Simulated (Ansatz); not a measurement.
## Cl on Mo(100): change of the work function

How does Cl on the hollow site change the work function of Mo(100) as the layer fills?

Program: Ansatz 0.2.0. Level of theory: plane-wave DFT, PBE, Ansatz PAW. Results are calculated unless marked as measured.

**1. Set-up**

The cell holds 4 atoms: 4 Mo. Cell: a = 3.150 Å, b = 3.150 Å, c = 22.725 Å, α = 90.0°, β = 90.0°, γ = 90.0°. Vacuum lies along c.

**2. The clean slab**

The bare slab comes first, as the zero from which every change is counted. The two lowest layers are held at bulk places and the upper ones relax. The dipole correction removes the false field that a one-sided slab makes across the periodic vacuum, so each face gets a flat vacuum level of its own.

input.yaml reads:

```yaml
crystal:
  lattice:
    - [3.15, 0.0, 0.0]
    - [0.0, 3.15, 0.0]
    - [0.0, 0.0, 22.725]
  atoms:
    - { symbol: Mo, position: [0.5, 0.5, 0.396039604] }
    - { symbol: Mo, position: [0.0, 0.0, 0.4653465347] }
    - { symbol: Mo, position: [0.5, 0.5, 0.5346534653] }
    - { symbol: Mo, position: [0.0, 0.0, 0.603960396] }
kpoints:
  mp_grid: { grid: [12, 12, 1] }
hamiltonian:
  xc: pbe
scf:
  occupations: { method: fermi_dirac, width: 0.1 }
  convergence: { dr2_threshold: 1.0e-08 }
efield:
  axis: 3
  dipole_correction: true
  ramp_position: 0.97
  ramp_width: 0.06
relax:
  f_tol: 0.02
  max_steps: 60
  constraints: [{ sites: [0, 1] }]
output:
  write_potential: true
  write_density: true
  volumetric_format: npy
```

On the command line:

```sh
$ ansatz run input.yaml --threads 4 --pin off --max-ram 16384MiB --backend cpu --events-out ev --progress --plain --runs-dir out
```

Numbers of over 12 decimals in the logs are rounded to 6 here.

Output:

```text
Engine: ansatz 0.2.0, aarch64-unknown-linux-gnu
Pseudopotentials: kind: paw
Pseudopotential: Mo, paw, valence charge 14, recommended cutoff 420 eV (normal), Mo.paw.azcp
Functional definition: PBE
  parameter kappa = 0.804
  parameter beta = 0.066725
  exchange = pbe_x(kappa = kappa, mu = beta*pi^2/3)
  correlation = pbe_c(beta = beta)
Crystal: 4 atoms, lattice volume = 225.489 Å³
Basis set: ecut = 420 eV, 4451 PW (Γ), exchange–correlation on 48×48×320 points (8 copies of the dense FFT grid, shifted against one another)
Bands: 34, of which v1, the nominal top of the filled ones, is band 28 counted from 1 (27 counted from 0)
Symmetry: 8 space group operations
k-points: 28 of 144
Non-local potential: Mo, projectors of the file, l = 0: 3, l = 1: 2, l = 2: 2, l = 3: 1
PAW form: soft (Blöchl's): semilocal exchange-correlation on the pseudo side does not see the compensation charge
PAW one-centre angular grid: Mo, 590 points (default); XC on 64 Gauss nodes
Initial density: superposition of atomic densities (neutral atoms: chi_scale 0, normalization atom), corrected by the library's trained network
Initial wavefunctions: pseudopotential atomic-orbital guess
Functional: x = pbe(κ = 0.804, μ = 0.219515), c = pbe(β = 0.066725)
SCF iter   1: F=—  HF=-19819.857183 eV  |F-HF|=—  |Δ(HF+E_count)|=         —  Δρ=6.46e-3  dr2=1.68e-1  ethr=1.77e-3  p=0.000 e·Å  D=5.31e-14 V/Å  ΔV_dip=-0.00 eV  dr2_dipole=4.23e-8  V_vac-E_F(+/−)=4.13/4.13 eV  ⟨swp⟩=7.9  Hψ=4534  notcnv=0
efield: sawtooth ramp at fractional position 0.9700 (set: `efield.ramp_position`, or a place that a band, a saddle search or an elastic batch's reference lends), width 0.0600; the density the first Hamiltonian is built on has a dipole p = 0.000 e·Å; the dipole correction subtracts the counter field D = 5.31e-14 V/Å, which shifts the + side's vacuum level by -0.00 eV against the − side's; the planar-averaged density in the ramp window peaks in size at 6.3e-6 e/Å³
preconditioner: auto → LDOS  [metal: Δε(μ)=0.004 eV  Ē_g=3.404 eV  σ=0.100 eV  W_gap=0.01  n_scr=42 (ndim 8)  ℏωp=12.1 eV  f_vac=0.620  D(μ)=5.04/eV (n_scr^D=18)  β→1.0]
SCF iter   2: F=—  HF=-19819.835507 eV  |F-HF|=—  |Δ(HF+E_count)|=   2.17e-2  Δρ=3.81e-3  dr2=6.65e-2  ethr=2.99e-4  p=-0.000 e·Å  D=-4.00e-6 V/Å  ΔV_dip=0.00 eV  dr2_dipole=5.03e-8  V_vac-E_F(+/−)=3.88/3.88 eV  ⟨swp⟩=2.1  Hψ=1706  notcnv=0
SCF iter   3: F=—  HF=-19819.832402 eV  |F-HF|=—  |Δ(HF+E_count)|=   3.10e-3  Δρ=9.68e-4  dr2=4.70e-3  ethr=1.19e-4  p=0.000 e·Å  D=4.44e-7 V/Å  ΔV_dip=-0.00 eV  dr2_dipole=8.26e-9  V_vac-E_F(+/−)=3.92/3.92 eV  ⟨swp⟩=2.0  Hψ=1362  notcnv=0
SCF iter   4: F=—  HF=-19819.832390 eV  |F-HF|=—  |Δ(HF+E_count)|=   1.28e-5  Δρ=2.83e-4  dr2=4.47e-4  ethr=8.39e-6  p=0.000 e·Å  D=1.14e-6 V/Å  ΔV_dip=-0.00 eV  dr2_dipole=1.89e-12  V_vac-E_F(+/−)=3.88/3.88 eV  ⟨swp⟩=2.2  Hψ=1282  notcnv=0
SCF iter   5: F=—  HF=-19819.832356 eV  |F-HF|=—  |Δ(HF+E_count)|=   3.39e-5  Δρ=7.75e-5  dr2=1.80e-5  ethr=7.98e-7  p=0.000 e·Å  D=1.07e-6 V/Å  ΔV_dip=-0.00 eV  dr2_dipole=2.30e-11  V_vac-E_F(+/−)=3.87/3.87 eV  ⟨swp⟩=2.6  Hψ=1580  notcnv=0
SCF iter   6: F=—  HF=-19819.832363 eV  |F-HF|=—  |Δ(HF+E_count)|=   7.48e-6  Δρ=2.58e-5  dr2=3.87e-6  ethr=3.22e-8  p=0.000 e·Å  D=6.49e-7 V/Å  ΔV_dip=-0.00 eV  dr2_dipole=3.10e-11  V_vac-E_F(+/−)=3.87/3.87 eV  ⟨swp⟩=2.8  Hψ=1817  notcnv=0
SCF iter   7: F=—  HF=-19819.832426 eV  |F-HF|=—  |Δ(HF+E_count)|=   6.27e-5  Δρ=7.78e-6  dr2=1.65e-7  ethr=6.91e-9  p=0.000 e·Å  D=3.86e-7 V/Å  ΔV_dip=-0.00 eV  dr2_dipole=2.72e-12  V_vac-E_F(+/−)=3.87/3.87 eV  ⟨swp⟩=2.1  Hψ=1328  notcnv=0
SCF iter   8: F=—  HF=-19819.832426 eV  |F-HF|=—  |Δ(HF+E_count)|=   2.54e-7  Δρ=2.79e-6  dr2=1.63e-8  ethr=2.94e-10  p=0.000 e·Å  D=2.09e-7 V/Å  ΔV_dip=-0.00 eV  dr2_dipole=4.63e-13  V_vac-E_F(+/−)=3.87/3.87 eV  ⟨swp⟩=2.8  Hψ=1941  notcnv=0
SCF iter   9: F=-19819.832426 eV  HF=-19819.832426 eV  |F-HF|=1.78e-9  |Δ(HF+E_count)|=   7.14e-8  Δρ=7.77e-7  dr2=2.00e-9  ethr=1.79e-11  p=0.000 e·Å  D=7.87e-8 V/Å  ΔV_dip=-0.00 eV  dr2_dipole=1.30e-14  V_vac-E_F(+/−)=3.87/3.87 eV  ⟨swp⟩=10.3  Hψ=6762  notcnv=0
SCF 1 converged in 9 iterations: F = -19819.832426 eV  dr2 = 2.00e-9
  greatest PAW one-centre occupation: 0.998 electrons in one spin orbital (limit 2), on the Mo atom at site 3 (counted from 0), in its partial waves of l = 0
relax step   1: F+E_penalty+E_count = -19819.83242618 eV  Δ(F+E_penalty+E_count) = +0.000e0 eV  max|allowed force component| = 1.563e0 eV/Å  Δτ_max = 0.0000 Å  (9 SCF iters, accepted)
Initial density: handed on by an earlier stage of this run
Initial wavefunctions: those handed on with the density
iter 1 solved again at ethr=1.37e-3 eV; its pass at ethr=3.10e-3 eV (dr2=7.67e-1 eV) is discarded
SCF iter   1: F=—  HF=-19819.972387 eV  |F-HF|=—  |Δ(HF+E_count)|=         —  Δρ=1.17e-2  dr2=8.97e-1  ethr=1.37e-3  p=0.000 e·Å  D=2.00e-6 V/Å  ΔV_dip=-0.00 eV  dr2_dipole=1.48e-1  V_vac-E_F(+/−)=3.95/3.95 eV  ⟨swp⟩=1.7  Hψ=3994  notcnv=0
efield: sawtooth ramp at fractional position 0.9700 (set: `efield.ramp_position`, or a place that a band, a saddle search or an elastic batch's reference lends), width 0.0600; the density the first Hamiltonian is built on has a dipole p = 0.000 e·Å; the dipole correction subtracts the counter field D = 2.00e-6 V/Å, which shifts the + side's vacuum level by -0.00 eV against the − side's; the planar-averaged density in the ramp window peaks in size at 3.6e-6 e/Å³
preconditioner: auto → LDOS  [metal: Δε(μ)=0.032 eV  Ē_g=3.589 eV  σ=0.100 eV  W_gap=0.08  n_scr=42 (ndim 8)  ℏωp=12.1 eV  f_vac=0.627  D(μ)=4.75/eV (n_scr^D=14)  β→1.0]
SCF iter   2: F=—  HF=-19819.959709 eV  |F-HF|=—  |Δ(HF+E_count)|=   1.27e-2  Δρ=6.99e-3  dr2=2.69e-1  ethr=1.37e-3  p=0.002 e·Å  D=1.33e-3 V/Å  ΔV_dip=-0.03 eV  dr2_dipole=5.55e-5  V_vac-E_F(+/−)=3.83/3.86 eV  ⟨swp⟩=2.6  Hψ=1633  notcnv=0
SCF iter   3: F=—  HF=-19819.938875 eV  |F-HF|=—  |Δ(HF+E_count)|=   2.08e-2  Δρ=3.48e-3  dr2=6.96e-2  ethr=4.81e-4  p=-0.001 e·Å  D=-5.15e-4 V/Å  ΔV_dip=0.01 eV  dr2_dipole=7.95e-4  V_vac-E_F(+/−)=3.89/3.88 eV  ⟨swp⟩=2.3  Hψ=1716  notcnv=0
SCF iter   4: F=—  HF=-19819.932358 eV  |F-HF|=—  |Δ(HF+E_count)|=   6.52e-3  Δρ=5.12e-4  dr2=1.23e-3  ethr=1.24e-4  p=-0.001 e·Å  D=-4.45e-4 V/Å  ΔV_dip=0.01 eV  dr2_dipole=5.08e-6  V_vac-E_F(+/−)=3.88/3.87 eV  ⟨swp⟩=2.0  Hψ=1281  notcnv=0
SCF iter   5: F=—  HF=-19819.932189 eV  |F-HF|=—  |Δ(HF+E_count)|=   1.69e-4  Δρ=2.46e-4  dr2=3.81e-4  ethr=2.19e-6  p=-0.000 e·Å  D=-3.42e-4 V/Å  ΔV_dip=0.01 eV  dr2_dipole=1.77e-5  V_vac-E_F(+/−)=3.88/3.87 eV  ⟨swp⟩=2.1  Hψ=1355  notcnv=0
[...]
SCF iter   4: F=—  HF=-19819.995783 eV  |F-HF|=—  |Δ(HF+E_count)|=   8.35e-4  Δρ=1.70e-4  dr2=7.94e-5  ethr=1.71e-5  p=0.002 e·Å  D=1.50e-3 V/Å  ΔV_dip=-0.03 eV  dr2_dipole=3.57e-8  V_vac-E_F(+/−)=3.83/3.87 eV  ⟨swp⟩=2.1  Hψ=1234  notcnv=0
SCF iter   5: F=—  HF=-19819.995790 eV  |F-HF|=—  |Δ(HF+E_count)|=   7.81e-6  Δρ=6.33e-5  dr2=2.25e-5  ethr=1.42e-7  p=0.002 e·Å  D=1.35e-3 V/Å  ΔV_dip=-0.03 eV  dr2_dipole=2.56e-6  V_vac-E_F(+/−)=3.83/3.86 eV  ⟨swp⟩=2.6  Hψ=1573  notcnv=0
SCF iter   6: F=—  HF=-19819.995792 eV  |F-HF|=—  |Δ(HF+E_count)|=   1.58e-6  Δρ=2.10e-5  dr2=1.94e-6  ethr=4.01e-8  p=0.002 e·Å  D=1.32e-3 V/Å  ΔV_dip=-0.03 eV  dr2_dipole=1.27e-7  V_vac-E_F(+/−)=3.83/3.86 eV  ⟨swp⟩=2.1  Hψ=1228  notcnv=0
SCF iter   7: F=—  HF=-19819.995852 eV  |F-HF|=—  |Δ(HF+E_count)|=   6.03e-5  Δρ=5.32e-6  dr2=1.22e-7  ethr=3.46e-9  p=0.002 e·Å  D=1.32e-3 V/Å  ΔV_dip=-0.03 eV  dr2_dipole=4.36e-9  V_vac-E_F(+/−)=3.83/3.86 eV  ⟨swp⟩=2.4  Hψ=1589  notcnv=0
SCF iter   8: F=—  HF=-19819.995852 eV  |F-HF|=—  |Δ(HF+E_count)|=   1.00e-7  Δρ=1.60e-6  dr2=1.75e-8  ethr=2.18e-10  p=0.002 e·Å  D=1.31e-3 V/Å  ΔV_dip=-0.03 eV  dr2_dipole=3.63e-9  V_vac-E_F(+/−)=3.83/3.86 eV  ⟨swp⟩=2.8  Hψ=1764  notcnv=0
SCF iter   9: F=-19819.995852 eV  HF=-19819.995852 eV  |F-HF|=9.71e-10  |Δ(HF+E_count)|=   8.04e-9  Δρ=5.20e-7  dr2=1.68e-9  ethr=1.79e-11  p=0.002 e·Å  D=1.32e-3 V/Å  ΔV_dip=-0.03 eV  dr2_dipole=8.97e-13  V_vac-E_F(+/−)=3.83/3.86 eV  ⟨swp⟩=9.5  Hψ=6427  notcnv=0
SCF 3 converged in 9 iterations: F = -19819.995852 eV  dr2 = 1.68e-9
relax step   3: F+E_penalty+E_count = -19819.99585247 eV  Δ(F+E_penalty+E_count) = -6.360e-2 eV  max|allowed force component| = 3.074e-2 eV/Å  Δτ_max = 0.0603 Å  (9 SCF iters, accepted)
SCF iter   1: F=—  HF=-19819.996165 eV  |F-HF|=—  |Δ(HF+E_count)|=         —  Δρ=8.57e-4  dr2=8.98e-3  ethr=9.06e-5  p=0.002 e·Å  D=1.32e-3 V/Å  ΔV_dip=-0.03 eV  dr2_dipole=1.81e-3  V_vac-E_F(+/−)=3.83/3.86 eV  ⟨swp⟩=1.9  Hψ=1536  notcnv=0
efield: sawtooth ramp at fractional position 0.9700 (set: `efield.ramp_position`, or a place that a band, a saddle search or an elastic batch's reference lends), width 0.0600; the density the first Hamiltonian is built on has a dipole p = 0.002 e·Å; the dipole correction subtracts the counter field D = 1.32e-3 V/Å, which shifts the + side's vacuum level by -0.03 eV against the − side's; the planar-averaged density in the ramp window peaks in size at 1.1e-6 e/Å³
preconditioner: auto → LDOS  [metal: Δε(μ)=0.033 eV  Ē_g=3.506 eV  σ=0.100 eV  W_gap=0.08  n_scr=42 (ndim 8)  ℏωp=12.1 eV  f_vac=0.625  D(μ)=4.83/eV (n_scr^D=14)  β→1.0]
SCF iter   2: F=—  HF=-19819.996021 eV  |F-HF|=—  |Δ(HF+E_count)|=   1.44e-4  Δρ=5.39e-4  dr2=2.47e-3  ethr=1.60e-5  p=0.001 e·Å  D=1.04e-3 V/Å  ΔV_dip=-0.02 eV  dr2_dipole=2.34e-5  V_vac-E_F(+/−)=3.84/3.86 eV  ⟨swp⟩=1.2  Hψ=1182  notcnv=0
SCF iter   3: F=—  HF=-19819.995899 eV  |F-HF|=—  |Δ(HF+E_count)|=   1.22e-4  Δρ=2.39e-4  dr2=4.91e-4  ethr=4.40e-6  p=0.002 e·Å  D=1.20e-3 V/Å  ΔV_dip=-0.03 eV  dr2_dipole=2.95e-5  V_vac-E_F(+/−)=3.83/3.86 eV  ⟨swp⟩=2.0  Hψ=1265  notcnv=0
SCF iter   4: F=—  HF=-19819.995857 eV  |F-HF|=—  |Δ(HF+E_count)|=   4.24e-5  Δρ=3.09e-5  dr2=3.13e-6  ethr=8.78e-7  p=0.002 e·Å  D=1.22e-3 V/Å  ΔV_dip=-0.03 eV  dr2_dipole=6.45e-9  V_vac-E_F(+/−)=3.83/3.86 eV  ⟨swp⟩=2.3  Hψ=1244  notcnv=0
SCF iter   5: F=—  HF=-19819.995925 eV  |F-HF|=—  |Δ(HF+E_count)|=   6.88e-5  Δρ=1.41e-5  dr2=1.17e-6  ethr=5.58e-9  p=0.002 e·Å  D=1.24e-3 V/Å  ΔV_dip=-0.03 eV  dr2_dipole=4.04e-8  V_vac-E_F(+/−)=3.83/3.86 eV  ⟨swp⟩=3.4  Hψ=1792  notcnv=0
SCF iter   6: F=—  HF=-19819.995926 eV  |F-HF|=—  |Δ(HF+E_count)|=   2.80e-7  Δρ=5.13e-6  dr2=1.86e-7  ethr=2.09e-9  p=0.002 e·Å  D=1.28e-3 V/Å  ΔV_dip=-0.03 eV  dr2_dipole=5.71e-10  V_vac-E_F(+/−)=3.83/3.86 eV  ⟨swp⟩=2.1  Hψ=1172  notcnv=0
SCF iter   7: F=—  HF=-19819.995926 eV  |F-HF|=—  |Δ(HF+E_count)|=   5.30e-8  Δρ=1.57e-6  dr2=1.27e-8  ethr=3.32e-10  p=0.002 e·Å  D=1.30e-3 V/Å  ΔV_dip=-0.03 eV  dr2_dipole=2.23e-9  V_vac-E_F(+/−)=3.83/3.86 eV  ⟨swp⟩=2.1  Hψ=1377  notcnv=0
SCF iter   8: F=-19819.995926 eV  HF=-19819.995926 eV  |F-HF|=1.34e-9  |Δ(HF+E_count)|=   1.53e-8  Δρ=7.40e-7  dr2=3.55e-9  ethr=1.79e-11  p=0.002 e·Å  D=1.31e-3 V/Å  ΔV_dip=-0.03 eV  dr2_dipole=4.23e-10  V_vac-E_F(+/−)=3.83/3.86 eV  ⟨swp⟩=9.5  Hψ=6468  notcnv=0
SCF 4 converged in 8 iterations: F = -19819.995926 eV  dr2 = 3.55e-9
relax step   4: F+E_penalty+E_count = -19819.99592565 eV  Δ(F+E_penalty+E_count) = -7.318e-5 eV  max|allowed force component| = 1.546e-2 eV/Å  Δτ_max = 0.0082 Å  (8 SCF iters, accepted)
NSCF: frozen V_eff on 28 k-points
the band table was solved once a step of the walk had ended and its energy, with any forces and stress, was formed, with the checks that follow a solve (4367 applications of the Hamiltonian). They found nothing against the state; the energy, forces and stress were not computed again (output.eigenvalues in the input reference)
WARN: The output density's exchange-correlation potential varies sharply where the density is thin. Do not read a vacuum level from v_tot or v_xc, or from such a field of the output density. On a cell that repeats whose density bears no net charge and no dipole along the vacuum's axis use v_es (v_loc + v_h of the components); under efield.dipole_correction with no amplitude use v_es + v_field, which holds any externa [...]
SCF converged after 8 iterations
Free energy (F): -19819.995926 eV
Harris-Foulkes:  -19819.995926 eV  (|F-HF|=1.34e-9)
Internal energy: -19819.831584 eV  (E = F + TS)
E sigma→0 (E₀):  -19819.913755 eV
Entropy (-TS):   -0.164342 eV (-41.086 meV/atom)
Fermi energy:    3.091665 eV
Dipole field:    D = 0.001336 V/Å  (p = 0.001665 e·Å, saw-weighted, corrected)
Work function:   Φ+ = 3.8304 eV   Φ− = 3.8607 eV
Levels:          The Fermi level and band energies are counted from a zero that moves with the ramp; work functions are not
--- Per-component energies (eV) ---
  E_band       = -1200.370314
  E_kinetic    = 1757.431237
  E_local      = -61048.384503  (includes V_loc(G=0)·N_el)
  E_nonlocal   = 576.034451
  E_hartree    = 29500.156884
  E_xc         = -728.348904
  E_vxc        = -908.366798  (∫ρ·V_xc dr)
  E_paw        = -12806.173053  (= ΣΔE_a)
  E_vpaw       = -577.392229  (= ΣTr[D̂ρ^β])
  E_aug_tail   = 0.000173  (compensation charges beyond the density's cutoff)
  E_efield     = 0.000001  (sawtooth field / dipole correction)
  E_vefield    = 0.001109  (∫n·V_field dr)
  E_ewald      = 22929.452132
  E_smearing   = -0.164342  (= −TS)
  E_closure    = -0.000000  (closes the sum)
  Σ components = -19819.995926   (vs F -19819.995926, Δ=0.00e0)
--- Forces (eV/Å), atoms counted from 1 ---
  atom   1  Mo     0.00000000     0.00000000     1.65152032
  atom   2  Mo    -0.00000000    -0.00000000    -1.62582730
  atom   3  Mo    -0.00000000     0.00000000    -0.01546452
  atom   4  Mo    -0.00000000    -0.00000000    -0.01025982
  max |Σ_I F_I| component: 3.13e-5 eV/Å
--- Band table (eV; the first three rows and the last of 28) ---
  k-point 0: bands = [... 24 lower, 2.2590, 2.3854, 2.7744, 2.7744, 2.9609, 3.1738, 3.5683, 4.0581, ... 2 higher]
  k-point 1: bands = [... 24 lower, 2.1366, 2.5640, 2.6745, 2.8675, 3.0661, 3.2840, 3.3118, 4.2016, ... 2 higher]
  k-point 2: bands = [... 24 lower, 1.7856, 2.4339, 2.6427, 2.8755, 3.0846, 3.3152, 3.7837, 4.2707, ... 2 higher]
  k-point 27: bands = [... 24 lower, 2.0985, 2.0985, 4.6522, 4.7294, 4.7294, 4.7682, 5.2975, 5.5297, ... 2 higher]
--- Relaxed structure (4 steps of the walk, 4 accepted, 0 SCFs on fresh bases) ---
  F+E_penalty+E_count = -19819.99592565 eV   max|allowed force component| = 1.546e-2 eV/Å
  atoms:
    - { symbol: Mo, position: [0.500000, 0.500000, 0.396039604] }
    - { symbol: Mo, position: [0.0, 0.0, 0.4653465347] }
    - { symbol: Mo, position: [0.500000, 0.500000, 0.537601] }
    - { symbol: Mo, position: [-7.781659398498363e-18, 0, 0.598409] }
```

The job ended after 19 s (4 threads of Arm Neoverse V1, shared host; peak memory 0.56 GiB).

The steps of the relaxation:

| step | energy less that of the first step (eV) | largest force component (eV/Å) |
| --- | --- | --- |
| 1 | 0.0000 | 1.5631 |
| 2 | -0.0998 | 1.2124 |
| 3 | -0.1634 | 0.0307 |
| 4 | -0.1635 | 0.0155 |

Forces are held to the 8 operations that the run works with; a distortion that breaks them can't arise in this run.

The atoms that moved most (Å):

| atom | dx | dy | dz | length |
| --- | --- | --- | --- | --- |
| Mo4 | 0.000 | 0.000 | -0.126 | 0.126 |
| Mo3 | 0.000 | 0.000 | 0.067 | 0.067 |

Final coordinates:

```cif
data_structure
_symmetry_space_group_name_H-M 'P 1'
_symmetry_Int_Tables_number 1
_cell_length_a 3.1500
_cell_length_b 3.1500
_cell_length_c 22.7250
_cell_angle_alpha 90.000
_cell_angle_beta 90.000
_cell_angle_gamma 90.000
_cell_volume 225.49
loop_
_atom_site_label
_atom_site_type_symbol
_atom_site_fract_x
_atom_site_fract_y
_atom_site_fract_z
_atom_site_occupancy
Mo1 Mo 0.50000 0.50000 0.39604 1
Mo2 Mo 0.00000 0.00000 0.46535 1
Mo3 Mo 0.50000 0.50000 0.53760 1
Mo4 Mo 0.00000 0.00000 0.59841 1
```

Numbers from this step:

```yaml
energy_at_zero_smearing: -19819.9138 eV
work_function_upper_face: 3.830 eV
work_function_lower_face: 3.861 eV
dipole_along_the_normal: 0.001665 e·Å
step_between_the_vacuum_levels: -0.03036 eV
```

Running mean over 1.575 Å of the planar mean; the ramp of the sawtooth is left out. Table of electron's electrostatic potential energy less the Fermi level by z:

z (Å), electron's electrostatic potential energy less the Fermi level (eV) and a bar from the least value:
```
      3.0        3.9 ##############################
      3.5        3.9 ##############################
      4.0        3.9 ##############################
      4.5        3.9 ##############################
      5.0        3.9 ##############################
      5.5        3.8 ##############################
      6.0        3.8 ##############################
      6.5        3.6 ##############################
      7.0        3.1 #############################
      7.5        1.6 ##########################
      8.0       -2.5 ####################
      8.5       -8.1 ##########
      9.0      -11.4 #####
      9.5      -12.1 ####
     10.0      -12.3 ####
     10.5      -12.3 ###
     11.0      -12.1 ####
     11.5      -12.0 ####
     12.0      -12.7 ###
     12.5      -14.0 #
     13.0      -14.4 
     13.5      -12.9 ###
     14.0       -9.2 #########
     14.5       -3.6 ##################
     15.0        1.1 #########################
     15.5        3.0 #############################
     16.0        3.5 #############################
     16.5        3.7 ##############################
     17.0        3.8 ##############################
     17.5        3.8 ##############################
     18.0        3.8 ##############################
     18.5        3.8 ##############################
     19.0        3.8 ##############################
     19.5        3.8 ##############################
```

The relaxation took 4 steps and lowered the energy by 0.16 eV; the largest force on the free atoms ends at 0.015 eV/Å.

The work function of the upper face is 3.83 eV.

[end of part 1 of 4]

[Logs are printed without paths, hosts, clocks, repeated set-up lines and the standing remarks that a program may print on its own settings, such as how far it seeks lower states.]

[Hosts, paths, dates, database ids (printed as entryN), source tags and the programs' standing remarks are cut or masked in the printed files.]

[Maps of the electrostatic potential energy from Ansatz leave out the sawtooth potential of an applied field or a dipole correction, so their vacuum need not be flat; planar profiles and work functions include it.]
